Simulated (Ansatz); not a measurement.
# Be3N2 (R3m): phonons and vibrational spectra

Aim: the vibrations of Be3N2 (R3m), their spectra, and whether the structure is stable.

Main program and level: Ansatz 0.2.0; DFT PBEsol, scalar-relativistic, plane waves, PAW.

**1. The structure**

The structure is trigonal, space group R3m (No. 160). Conventional cell: a = 2.840 Å, b = 2.840 Å, c = 14.599 Å, α = 90.00°, β = 90.00°, γ = 120.00°. Be has 3 N at 1.65 Å nearest. Be has 4 N at 1.66 to 1.84 Å nearest. Nearest to Be lie 4 N at 1.68 to 1.78 Å. Nearest to N lie 5 Be at 1.65 to 1.68 Å. Nearest to N lie 6 Be at 1.78 to 1.84 Å. Farther neighbours and most contacts between anions are not listed.

As a file:

```cif
data_structure
_symmetry_space_group_name_H-M 'R3m:H'
_symmetry_Int_Tables_number 160
_cell_length_a 2.8396
_cell_length_b 2.8396
_cell_length_c 14.5986
_cell_angle_alpha 90.000
_cell_angle_beta 90.000
_cell_angle_gamma 120.000
_cell_volume 101.94
loop_
_atom_site_label
_atom_site_type_symbol
_atom_site_symmetry_multiplicity
_atom_site_Wyckoff_symbol
_atom_site_fract_x
_atom_site_fract_y
_atom_site_fract_z
_atom_site_occupancy
Be1 Be 3 a 0.00000 0.00000 0.14100 1
Be2 Be 3 a 0.66667 0.33333 0.01564 1
Be3 Be 3 a 0.66667 0.33333 0.24453 1
N1 N 3 a 0.66667 0.33333 0.12917 1
N2 N 3 a 0.00000 0.00000 0.29157 1
```

**2. Relaxation**

The cell and atoms are relaxed, since residual forces and stress would shift the frequencies.

input.yaml

```yaml
crystal:
  lattice:
    - [1.4198050555, 0.819724831, 4.8662156628]
    - [-1.4198050555, 0.819724831, 4.8662156628]
    - [0.0, -1.639449662, 4.8662156628]
  atoms:
    - { symbol: Be, position: [0.85900108, 0.85900108, 0.85900108] }
    - { symbol: Be, position: [0.31769456, 0.31769456, 0.31769456] }
    - { symbol: Be, position: [0.08880677, 0.08880677, 0.08880677] }
    - { symbol: "N", position: [0.20416268, 0.20416268, 0.20416268] }
    - { symbol: "N", position: [0.70843491, 0.70843491, 0.70843491] }
kpoints:
  mp_grid: { grid: [9, 9, 9] }
hamiltonian:
  xc: pbesol
scf:
  occupations: { method: gaussian, width: 0.02 }
output:
  forces: true
  stress: true
  eigenvalues: true
relax:
  adjacent_minimum: "off"
  f_tol: 0.005
  max_steps: 80
  cell: { stress_tol: 0.05 }
```

Started as:

```bash
> ansatz run input.yaml --threads 4 --pin off --max-ram 7168MiB --backend cpu --events-out ev --progress --plain --runs-dir out
```

Numbers of over 12 decimals in the logs are rounded to 6 here.

The log of the run:

```text
basis.fft_grid_basis auto: the FFT boxes are laid along the combinations [[1, 0, -1], [0, 1, -1], [0, 0, 1]] of the cell's own vectors, 2.840, 2.840 and 5.135 Å long. The dense box has 20×20×36 points. Along the cell's own vectors, as sized, it would have 36×36×36, 3.24 times as many. Of the 6 symmetry operations that the crystal satisfies within crystal.symmetry.tolerance (time reversal apart; of a slab, those that  [...]
Engine: ansatz 0.2.0, aarch64-unknown-linux-gnu
Pseudopotentials: kind: paw
Pseudopotential: Be, paw, valence charge 2, recommended cutoff 420 eV (normal), Be.paw.azcp
Pseudopotential: N, paw, valence charge 5, recommended cutoff 420 eV (normal), N.paw.azcp
Functional definition: PBEsol
  exchange = pbesol_x
  correlation = pbesol_c
Crystal: 5 atoms, lattice volume = 33.981 Å³
Basis set: ecut = 420 eV, 671 PW (Γ), FFT grids on a1−a3, a2−a3, a3, exchange–correlation on 40×40×72 points (8 copies of the dense FFT grid, shifted against one another)
Bands: 13, of which v1, the nominal top of the filled ones, is band 8 counted from 1 (7 counted from 0)
Symmetry: 6 space group operations
Space group: R3m (ITA 160), of the structure as read, at distance tolerance 3.2e-5 Å
k-points: 85 of 729 (time reversal used)
Non-local potential: Be, projectors of the file, l = 0: 2, l = 1: 2, l = 2: 1
Non-local potential: N, projectors of the file, l = 0: 2, l = 1: 2, l = 2: 1
PAW form: soft (Blöchl's): semilocal exchange-correlation on the pseudo side does not see the compensation charge
PAW frozen core: Be, regenerated for the run's functional, and the local potential with it (the file was generated under x = pbe(κ = 0.804, μ = 0.219515), c = pbe(β = 0.066725))
PAW frozen core: N, regenerated for the run's functional, and the local potential with it (the file was generated under x = pbe(κ = 0.804, μ = 0.219515), c = pbe(β = 0.066725))
PAW one-centre angular grid: Be, 110 points (default); XC on 64 Gauss nodes
PAW one-centre angular grid: N, 110 points (default); XC on 64 Gauss nodes
Initial density: superposition of atomic densities (neutral atoms: chi_scale 0, normalization atom), corrected by the library's trained network
Initial wavefunctions: pseudopotential atomic-orbital guess
Functional: x = pbesol(κ = 0.804, μ = 0.123457), c = pbesol(β = 0.046)
SCF iter   1: F=—  HF=-1033.518316 eV  |F-HF|=—  |Δ(HF+E_count)|=         —  Δρ=8.99e-3  dr2=2.65e-2  ethr=1.77e-3  ⟨swp⟩=6.1  Hψ=6855  notcnv=0
preconditioner: auto → none  [insulator: Δε(μ)=2.714 eV  Ē_g=14.853 eV  σ=0.020 eV  W_gap=1.00  n_scr=2 (ndim 8)  ℏωp=25.5 eV  f_vac=0.000  D(μ)=0.00/eV (n_scr^D=0)  ε∞_Penn≈3.9]
SCF iter   2: F=—  HF=-1033.510545 eV  |F-HF|=—  |Δ(HF+E_count)|=   7.77e-3  Δρ=1.59e-3  dr2=7.10e-4  ethr=1.66e-4  ⟨swp⟩=3.0  Hψ=2680  notcnv=0  defer=85
SCF iter   3: F=—  HF=-1033.510302 eV  |F-HF|=—  |Δ(HF+E_count)|=   2.43e-4  Δρ=5.51e-4  dr2=6.04e-5  ethr=4.44e-6  ⟨swp⟩=2.6  Hψ=1660  notcnv=0  defer=85
SCF iter   4: F=—  HF=-1033.510261 eV  |F-HF|=—  |Δ(HF+E_count)|=   4.14e-5  Δρ=1.58e-4  dr2=1.21e-5  ethr=3.77e-7  ⟨swp⟩=2.1  Hψ=1424  notcnv=0  defer=85
SCF iter   5: F=—  HF=-1033.510257 eV  |F-HF|=—  |Δ(HF+E_count)|=   3.66e-6  Δρ=2.53e-5  dr2=1.33e-7  ethr=7.55e-8  ⟨swp⟩=2.0  Hψ=1433  notcnv=0  defer=85
SCF iter   6: F=-1033.510257 eV  HF=-1033.510257 eV  |F-HF|=1.87e-9  |Δ(HF+E_count)|=   6.38e-9  Δρ=7.14e-6  dr2=8.18e-9  ethr=6.25e-10  ⟨swp⟩=7.3  Hψ=4585  notcnv=0
SCF 1 converged in 6 iterations: F = -1033.510257 eV  dr2 = 8.18e-9
  greatest PAW one-centre occupation: 0.785 electrons in one spin orbital (limit 2), on the N atom at site 3 (counted from 0), in its partial waves of l = 0
relax step   1: F+E_penalty+E_count = -1033.51025704 eV  Δ(F+E_penalty+E_count) = +0.000e0 eV  max|allowed force component| = 4.048e-2 eV/Å  Δτ_max = 0.0000 Å  P = -1.297 GPa  Ω = 33.981 Å³  (6 SCF iters, dr2 threshold 1.00e-7 eV, accepted)
Crystal: 5 atoms, lattice volume = 33.887 Å³
Initial density: handed on by an earlier stage of this run
Initial wavefunctions: those handed on with the density
iter 1 solved again at ethr=7.67e-7 eV; its pass at ethr=3.10e-3 eV (dr2=1.23e-4 eV) is discarded
SCF iter   1: F=—  HF=-1033.511258 eV  |F-HF|=—  |Δ(HF+E_count)|=         —  Δρ=5.79e-4  dr2=1.19e-4  ethr=7.67e-7  ⟨swp⟩=1.0  Hψ=6649  notcnv=0
preconditioner: auto → none  [insulator: Δε(μ)=2.851 eV  Ē_g=14.940 eV  σ=0.020 eV  W_gap=1.00  n_scr=2 (ndim 8)  ℏωp=25.5 eV  f_vac=0.000  D(μ)=0.00/eV (n_scr^D=0)  ε∞_Penn≈3.9]
SCF iter   2: F=—  HF=-1033.511206 eV  |F-HF|=—  |Δ(HF+E_count)|=   5.22e-5  Δρ=1.25e-4  dr2=4.75e-6  ethr=7.46e-7  ⟨swp⟩=2.4  Hψ=1607  notcnv=0
SCF iter   3: F=—  HF=-1033.511205 eV  |F-HF|=—  |Δ(HF+E_count)|=   5.56e-7  Δρ=4.53e-5  dr2=5.59e-7  ethr=2.97e-8  ⟨swp⟩=1.2  Hψ=1215  notcnv=0
iter 4 did not close the SCF: its close was put off for the readings that it lacked (scf_convergence_deferred on its scf_iter line)
SCF iter   4: F=-1033.511205 eV  HF=-1033.511205 eV  |F-HF|=6.43e-8  |Δ(HF+E_count)|=   1.28e-8  Δρ=7.75e-6  dr2=7.65e-8  ethr=3.50e-9  ⟨swp⟩=2.2  Hψ=1700  notcnv=0
iter 5 did not close the SCF: its close was put off for the readings that it lacked (scf_convergence_deferred on its scf_iter line)
SCF iter   5: F=-1033.511205 eV  HF=-1033.511205 eV  |F-HF|=9.96e-11  |Δ(HF+E_count)|=   2.19e-8  Δρ=2.46e-6  dr2=9.20e-10  ethr=4.78e-10  ⟨swp⟩=2.0  Hψ=1491  notcnv=0
SCF iter   6: F=-1033.511205 eV  HF=-1033.511205 eV  |F-HF|=1.00e-11  |Δ(HF+E_count)|=  2.18e-10  Δρ=3.11e-7  dr2=1.91e-11  ethr=5.75e-12  ⟨swp⟩=1.0  Hψ=3229  notcnv=0
SCF 2 converged in 6 iterations: F = -1033.511205 eV  dr2 = 1.91e-11
relax step   2: F+E_penalty+E_count = -1033.51120541 eV  Δ(F+E_penalty+E_count) = -9.484e-4 eV  max|allowed force component| = 1.982e-2 eV/Å  Δτ_max = 0.0007 Å  P = -0.673 GPa  Ω = 33.887 Å³  energy of the carried Pulay correction = +3.224e-4 eV  (6 SCF iters, dr2 threshold 5.00e-7 eV, accepted)
Crystal: 5 atoms, lattice volume = 33.783 Å³
iter 1 solved again at ethr=8.78e-7 eV; its pass at ethr=3.10e-3 eV (dr2=1.41e-4 eV) is discarded
SCF iter   1: F=—  HF=-1033.511852 eV  |F-HF|=—  |Δ(HF+E_count)|=         —  Δρ=6.15e-4  dr2=1.38e-4  ethr=8.78e-7  ⟨swp⟩=1.0  Hψ=6653  notcnv=0
preconditioner: auto → none  [insulator: Δε(μ)=2.857 eV  Ē_g=14.970 eV  σ=0.020 eV  W_gap=1.00  n_scr=2 (ndim 8)  ℏωp=25.6 eV  f_vac=0.000  D(μ)=0.00/eV (n_scr^D=0)  ε∞_Penn≈3.9]
SCF iter   2: F=—  HF=-1033.511796 eV  |F-HF|=—  |Δ(HF+E_count)|=   5.62e-5  Δρ=1.39e-4  dr2=5.90e-6  ethr=8.61e-7  ⟨swp⟩=2.3  Hψ=1589  notcnv=0
SCF iter   3: F=—  HF=-1033.511795 eV  |F-HF|=—  |Δ(HF+E_count)|=   9.01e-7  Δρ=4.83e-5  dr2=6.58e-7  ethr=3.69e-8  ⟨swp⟩=1.4  Hψ=1262  notcnv=0
iter 4 did not close the SCF: its close was put off for the readings that it lacked (scf_convergence_deferred on its scf_iter line)
SCF iter   4: F=-1033.511795 eV  HF=-1033.511795 eV  |F-HF|=6.13e-8  |Δ(HF+E_count)|=   9.06e-9  Δρ=8.16e-6  dr2=7.36e-8  ethr=4.11e-9  ⟨swp⟩=2.2  Hψ=1712  notcnv=0
iter 5 did not close the SCF: its close was put off for the readings that it lacked (scf_convergence_deferred on its scf_iter line)
SCF iter   5: F=-1033.511795 eV  HF=-1033.511795 eV  |F-HF|=1.08e-10  |Δ(HF+E_count)|=   2.07e-8  Δρ=2.92e-6  dr2=1.44e-9  ethr=4.60e-10  ⟨swp⟩=2.0  Hψ=1494  notcnv=0
SCF iter   6: F=-1033.511795 eV  HF=-1033.511795 eV  |F-HF|=1.41e-11  |Δ(HF+E_count)|=  1.43e-10  Δρ=3.53e-7  dr2=2.68e-11  ethr=8.98e-12  ⟨swp⟩=1.0  Hψ=3159  notcnv=0
SCF 3 converged in 6 iterations: F = -1033.511795 eV  dr2 = 2.68e-11
relax step   3: F+E_penalty+E_count = -1033.51179514 eV  Δ(F+E_penalty+E_count) = -5.897e-4 eV  max|allowed force component| = 9.574e-3 eV/Å  Δτ_max = 0.0004 Å  P = +0.001 GPa  Ω = 33.783 Å³  energy of the carried Pulay correction = +6.752e-4 eV  (6 SCF iters, dr2 threshold 5.00e-7 eV, accepted)
[...]
relax step   4: F+E_penalty+E_count = -1033.51181307 eV  Δ(F+E_penalty+E_count) = -1.793e-5 eV  max|allowed force component| = 9.448e-3 eV/Å  Δτ_max = 0.0027 Å  P = +0.023 GPa  Ω = 33.778 Å³  energy of the carried Pulay correction = +6.919e-4 eV  (6 SCF iters, dr2 threshold 5.73e-9 eV, accepted)
[...]
relax step   5: F+E_penalty+E_count = -1033.51180530 eV  Δ(F+E_penalty+E_count) = +7.768e-6 eV  max|allowed force component| = 4.074e-3 eV/Å  Δτ_max = 0.0009 Å  P = -0.012 GPa  Ω = 33.783 Å³  energy of the carried Pulay correction = +6.745e-4 eV  (6 SCF iters, dr2 threshold 3.26e-8 eV, accepted)
[...]
relax step   6: F+E_penalty+E_count = -1033.51116570 eV  Δ(F+E_penalty+E_count) = +6.396e-4 eV  max|allowed force component| = 3.985e-3 eV/Å  Δτ_max = 0.0000 Å  P = -0.045 GPa  Ω = 33.783 Å³  stress off target by 6.18e-2 GPa  SCF on the basis re-selected at this cell (its energy is not comparable with the rows above)  (6 SCF iters)
[...]
relax step   7: F+E_penalty+E_count = -1033.51119106 eV  Δ(F+E_penalty+E_count) = -2.536e-5 eV  max|allowed force component| = 8.144e-4 eV/Å  Δτ_max = 0.0002 Å  P = -0.001 GPa  Ω = 33.777 Å³  energy of the carried Pulay correction = +2.352e-5 eV  (6 SCF iters, dr2 threshold 9.53e-9 eV, accepted)
iter 1 solved again at ethr=5.90e-8 eV; its pass at ethr=3.10e-3 eV (dr2=9.44e-6 eV) is discarded
SCF iter   1: F=—  HF=-1033.511195 eV  |F-HF|=—  |Δ(HF+E_count)|=         —  Δρ=2.68e-6  dr2=1.43e-9  ethr=5.90e-8  ⟨swp⟩=3.0  Hψ=9808  notcnv=0
eigensolver tolerance schedule: the retry pair's looser diagonalisation over-reported the residual by 6621.41 of it (diagonalisation noise at 0.14 of the residual, at the tolerance the schedule requests for it); recorded, not acted on — ethr = c·dr2/N_el stays at c = 1.0e-1
preconditioner: auto → none  [insulator: Δε(μ)=2.850 eV  Ē_g=14.969 eV  σ=0.020 eV  W_gap=1.00  n_scr=2 (ndim 8)  ℏωp=25.6 eV  f_vac=0.000  D(μ)=0.00/eV (n_scr^D=0)  ε∞_Penn≈3.9]
SCF iter   2: F=—  HF=-1033.511180 eV  |F-HF|=—  |Δ(HF+E_count)|=   1.59e-5  Δρ=1.48e-6  dr2=6.71e-10  ethr=8.91e-12  ⟨swp⟩=3.2  Hψ=2297  notcnv=0
SCF iter   3: F=—  HF=-1033.511180 eV  |F-HF|=—  |Δ(HF+E_count)|=  1.11e-10  Δρ=9.57e-7  dr2=1.99e-10  ethr=4.19e-12  ⟨swp⟩=1.0  Hψ=1105  notcnv=0
SCF iter   4: F=—  HF=-1033.511180 eV  |F-HF|=—  |Δ(HF+E_count)|=  1.36e-11  Δρ=6.19e-7  dr2=7.74e-11  ethr=1.25e-12  ⟨swp⟩=1.0  Hψ=1105  notcnv=0
iter 5 did not close the SCF: its close was put off for the readings that it lacked (scf_convergence_deferred on its scf_iter line)
SCF iter   5: F=-1033.511180 eV  HF=-1033.511180 eV  |F-HF|=0.00e0  |Δ(HF+E_count)|=  1.36e-12  Δρ=3.31e-8  dr2=1.12e-13  ethr=1.00e-12  ⟨swp⟩=2.0  Hψ=1695  notcnv=0
SCF iter   6: F=-1033.511180 eV  HF=-1033.511180 eV  |F-HF|=0.00e0  |Δ(HF+E_count)|=    0.00e0  Δρ=6.49e-9  dr2=7.93e-15  ethr=1.00e-12  ⟨swp⟩=1.4  Hψ=2589  notcnv=0
SCF 8 converged in 6 iterations: F = -1033.511180 eV  dr2 = 7.93e-15
relax step   8: F+E_penalty+E_count = -1033.51117960 eV  Δ(F+E_penalty+E_count) = +1.146e-5 eV  max|allowed force component| = 8.160e-4 eV/Å  Δτ_max = 0.0000 Å  P = -0.002 GPa  Ω = 33.777 Å³  stress off target by 3.70e-3 GPa  SCF on the basis re-selected at this cell (its energy is not comparable with the rows above)  (6 SCF iters)
basis re-selected at this cell: Δ(F+E_penalty+E_count) = +1.146e-5 eV, ΔP = -0.001 GPa vs the last step (what re-selecting the basis moved, of the pressure what is left beyond the Pulay correction that the steps carried, after the strain that the cell walked since its last selection, with what the two solves' SCF thresholds leave and, on support functions, any second-order correction that the steps lacked; it is no m [...]
SCF converged after 6 iterations
Free energy (F): -1033.511180 eV
Harris-Foulkes:  -1033.511180 eV  (|F-HF|=0.00e0)
Internal energy: -1033.511180 eV  (E = F + TS)
E sigma→0 (E₀):  -1033.511180 eV
Fermi energy:    9.409367 eV
--- Per-component energies (eV) ---
  E_band       = 28.272740
  E_kinetic    = 332.250144
  E_local      = -404.946007  (includes V_loc(G=0)·N_el)
  E_nonlocal   = 104.994333
  E_hartree    = 128.748631
  E_xc         = -180.691790
  E_vxc        = -218.118741  (∫ρ·V_xc dr)
  E_paw        = -417.546659  (= ΣΔE_a)
  E_vpaw       = -43.404442  (= ΣTr[D̂ρ^β])
  E_aug_tail   = 0.000191  (compensation charges beyond the density's cutoff)
  E_ewald      = -596.404814
  E_core_change = 0.084792  (= ΣΔE_core)
  E_smearing   = -0.000000  (= −TS)
  E_closure    = 0.000000  (closes the sum)
  Σ components = -1033.511180   (vs F -1033.511180, Δ=0.00e0)
--- Forces (eV/Å), atoms counted from 1 ---
  atom   1  Be    -0.00000000    -0.00000000     0.00032707
  atom   2  Be     0.00000000     0.00000000    -0.00081634
  atom   3  Be     0.00000000     0.00000000     0.00019875
  atom   4  N     -0.00000000    -0.00000000     0.00031438
  atom   5  N      0.00000000     0.00000000    -0.00002582
  max |Σ_I F_I| component: 1.96e-6 eV/Å
--- Stress (GPa, compression-positive) ---
       -0.003699       0.000000      -0.000000
        0.000000      -0.003699      -0.000000
       -0.000000      -0.000000       0.002480
  P = ⅓ Tr σ = -0.0016 GPa (-0.016 kbar)
--- Band table (eV; the first three rows and the last of 85) ---
  k-point 0: bands = [... 4 lower, 6.7796, 7.5318, 7.9845, 7.9845, 13.9973, 15.7797, 16.2774, 16.2774, ... 1 higher]
  k-point 1: bands = [... 4 lower, 6.5048, 7.1556, 7.4564, 7.6635, 14.4702, 15.8099, 16.5010, 16.8533, ... 1 higher]
  k-point 2: bands = [... 4 lower, 5.5339, 5.9018, 6.9663, 7.0680, 14.8310, 15.3723, 17.4599, 18.1083, ... 1 higher]
  k-point 84: bands = [... 4 lower, 6.0872, 6.5607, 7.3039, 7.5437, 15.0560, 16.4095, 17.2409, 17.6451, ... 1 higher]
--- Relaxed structure (6 steps of the walk, 6 accepted, 2 SCFs on fresh bases) ---
  F+E_penalty+E_count = -1033.51117960 eV   max|allowed force component| = 8.160e-4 eV/Å   (the final SCF, on the basis selected at the relaxed cell)
  cell:  # Å, volume = 33.7765 Å³
    - [1.417546, 0.818420, 4.852328]
    - [-1.417546, 0.818420, 4.852328]
    - [0, -1.636841, 4.852328]
  atoms:
    - { symbol: Be, position: [0.858914, 0.858914, 0.858914] }
    - { symbol: Be, position: [0.317646, 0.317646, 0.317646] }
    - { symbol: Be, position: [0.088892, 0.088892, 0.088892] }
    - { symbol: N, position: [0.204181, 0.204181, 0.204181] }
    - { symbol: N, position: [0.708467, 0.708467, 0.708467] }
```

Elapsed: 8.4 s, on 4 threads of Arm Neoverse V2, shared host; peak memory 0.37 GiB.

The steps of the relaxation:

| step | energy less that of the first step (eV) | largest force component (eV/Å) | pressure (GPa) | volume (Å³) |
| --- | --- | --- | --- | --- |
| 1 | 0.0000 | 0.0405 | -1.30 | 33.98 |
| 2 | -0.0009 | 0.0198 | -0.67 | 33.89 |
| 3 | -0.0015 | 0.0096 | 0.00 | 33.78 |
| 4 | -0.0016 | 0.0094 | 0.02 | 33.78 |
| 5 | -0.0015 | 0.0041 | -0.01 | 33.78 |
| 6* | -0.0009 | 0.0040 | -0.05 | 33.78 |
| 7 | -0.0009 | 0.0008 | 0.00 | 33.78 |
| 8* | -0.0009 | 0.0008 | 0.00 | 33.78 |

Relaxation steps marked * repeat the geometry before them on a plane-wave basis chosen anew for their cell, so energy and pressure can jump there.

The run keeps the 6 symmetry operations that it works with, so distortions that break them were not tested.

| conventional cell, symmetrised | before | after | change |
| --- | --- | --- | --- |
| a (Å) | 2.840 | 2.835 | -0.2 % |
| b (Å) | 2.840 | 2.835 | -0.2 % |
| c (Å) | 14.599 | 14.557 | -0.3 % |
| volume (Å³/atom) | 6.80 | 6.76 | -0.6 % |

The relaxed structure:

```xyz
5
Lattice="1.4175 0.8184 4.8523 -1.4175 0.8184 4.8523 0.0000 -1.6368 4.8523" Properties=species:S:1:pos:R:3 pbc="T T T"
Be    0.0000    0.0000   12.5032
Be    0.0000    0.0000    4.6240
Be    0.0000    0.0000    1.2940
N     0.0000    0.0000    2.9723
N     0.0000    0.0000   10.3131
```

Numbers from this step:

| Quantity | Value |
| --- | --- |
| pressure | -0.001640 GPa |
| gap on the k-mesh | 2.850 eV |
| volume per atom | 6.755 Å³ |
| direct gap on mesh | 4.001 eV |

In this step the volume went from 6.80 to 6.76 Å³/atom.

**3. Tight relaxation**

Phonons need a cell at rest on their own settings, so the relaxation is repeated with tight tolerances on forces and stress on the k mesh and occupations of the first response run.

input.yaml

```yaml
crystal:
  lattice:
    - [1.4175458655, 0.818420487, 4.8523276414]
    - [-1.4175458655, 0.818420487, 4.8523276414]
    - [0.0, -1.6368409741, 4.8523276414]
  atoms:
    - { symbol: Be, position: [0.8589138257, 0.8589138257, 0.8589138257] }
    - { symbol: Be, position: [0.3176457751, 0.3176457751, 0.3176457751] }
    - { symbol: Be, position: [0.0888920371, 0.0888920371, 0.0888920371] }
    - { symbol: "N", position: [0.2041814104, 0.2041814104, 0.2041814104] }
    - { symbol: "N", position: [0.7084669516, 0.7084669516, 0.7084669516] }
kpoints:
  mp_grid: { grid: [9, 9, 9] }
hamiltonian:
  xc: pbesol
scf:
  occupations: { method: fixed }
output:
  forces: true
  stress: true
  eigenvalues: true
relax:
  adjacent_minimum: "off"
  f_tol: 0.001
  max_steps: 60
  cell: { stress_tol: 0.01 }
```

The log of the run:

```text
[...]
Crystal: 5 atoms, lattice volume = 33.777 Å³
Basis set: ecut = 420 eV, 671 PW (Γ), FFT grids on a1−a3, a2−a3, a3, exchange–correlation on 40×40×72 points (8 copies of the dense FFT grid, shifted against one another)
Bands: 13, of which v1, the nominal top of the filled ones, is band 8 counted from 1 (7 counted from 0)
Symmetry: 6 space group operations
[...]
cell:  # Å, volume = 33.7765 Å³
    - [1.417546, 0.818420, 4.852328]
    - [-1.417546, 0.818420, 4.852328]
    - [0.0, -1.636841, 4.852328]
  atoms:
    - { symbol: Be, position: [0.8589138257, 0.8589138257, 0.858914] }
    - { symbol: Be, position: [0.3176457751, 0.3176457751, 0.317646] }
    - { symbol: Be, position: [0.088892, 0.088892, 0.0888920371] }
    - { symbol: N, position: [0.2041814104, 0.2041814104, 0.2041814104] }
    - { symbol: N, position: [0.708467, 0.708467, 0.7084669516] }
[key lines of the parts left out:]
SCF converged after 7 iterations
Free energy (F): -1033.511180 eV
Fermi energy:    7.984462 eV
P = ⅓ Tr σ = -0.0016 GPa (-0.016 kbar)
```

The job ended after 2.4 s (4 threads; peak memory 0.35 GiB).

Little changed from the start: no atom moved by 0.005 Å and no cell edge by 0.1 %.

Numbers from this step:

| Property | Result |
| --- | --- |
| pressure | -0.001639 GPa |

The largest force component left is 0.82 meV/Å and the pressure is -0.002 GPa, within the tolerances set. The cell now holds 6.76 Å³/atom.

(Part 1 of 3 ends here.)

[Logs are printed without paths, hosts, clocks, repeated set-up lines and the standing remarks that a program may print on its own settings, such as how far it seeks lower states.]

[Hosts, paths, dates, database ids (printed as entryN), source tags and the programs' standing remarks are cut or masked in the printed files.]
